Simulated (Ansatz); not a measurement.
Planning a run of Ansatz 0.2.0 on Si3N4 (P6_3/m). The input:

```yaml
crystal:
  lattice:
    - [7.6044, 0.0, 0.0]
    - [-3.8022, 6.5856035805, 0.0]
    - [0.0, 0.0, 2.9063]
  atoms:
    - { symbol: Si, position: [0.768477, 0.174557, 0.25] }
    - { symbol: Si, position: [0.59392, 0.768477, 0.75] }
    - { symbol: Si, position: [0.825443, 0.59392, 0.25] }
    - { symbol: Si, position: [0.231523, 0.825443, 0.75] }
    - { symbol: Si, position: [0.40608, 0.231523, 0.25] }
    - { symbol: Si, position: [0.174557, 0.40608, 0.75] }
    - { symbol: "N", position: [0.0305, 0.33024, 0.25] }
    - { symbol: "N", position: [0.70026, 0.0305, 0.75] }
    - { symbol: "N", position: [0.66976, 0.70026, 0.25] }
    - { symbol: "N", position: [0.9695, 0.66976, 0.75] }
    - { symbol: "N", position: [0.29974, 0.9695, 0.25] }
    - { symbol: "N", position: [0.33024, 0.29974, 0.75] }
    - { symbol: "N", position: [0.6666666667, 0.3333333333, 0.25] }
    - { symbol: "N", position: [0.3333333333, 0.6666666667, 0.75] }
kpoints:
  mp_grid: { grid: [6, 6, 8] }
hamiltonian:
  xc: lda
  pseudopotentials: { kind: paw, source: ansatz }
scf:
  occupations: { method: fixed }
gw:
  n_empty_bands: 489
  ecut_chi: 130.0
  qp_bands: [v4, c4]
  qp_kpoints: band_edges
  screening: { model: contour_deformation }
```

```sh
ansatz run input.yaml --threads 16 --pin off --max-ram 82944MiB --backend cuda --events-out ev --progress --plain --runs-dir out --devices 1 --max-vram 78GiB
```

How long will it take on 1 × NVIDIA GB200 (shared by 2 runs) with 16 threads of Arm Neoverse V2, shared host, and how much memory?

It took 5.6 min; on shared hardware allow 2.8 min to 11 min. Peak host memory was 6.2 GiB. The sizes that set the cost: 8425 plane waves a state, 40 irreducible k points, 521 bands summed, 503 plane waves in the screening and 9 SCF cycles.

The screening grows as filled bands × empty bands × pairs of k points, times the square of the screening basis for the matrix.

[Paths, hosts, dates, memory and timing lines, banners, echoed tables and standing remarks are left out of the program output.]

[Logs are printed without paths, hosts, clocks, repeated set-up lines and the standing remarks that a program may print on its own settings, such as how far it seeks lower states.]

[Runs of the session that timed out or met a known fault of the program may be left out.]

[Cells called generated may have been cut or substituted from an entry of the Crystallography Open Database or the Materials Project.]

[Hosts, paths, dates, database ids (printed as entryN), source tags and the programs' standing remarks are cut or masked in the printed files.]
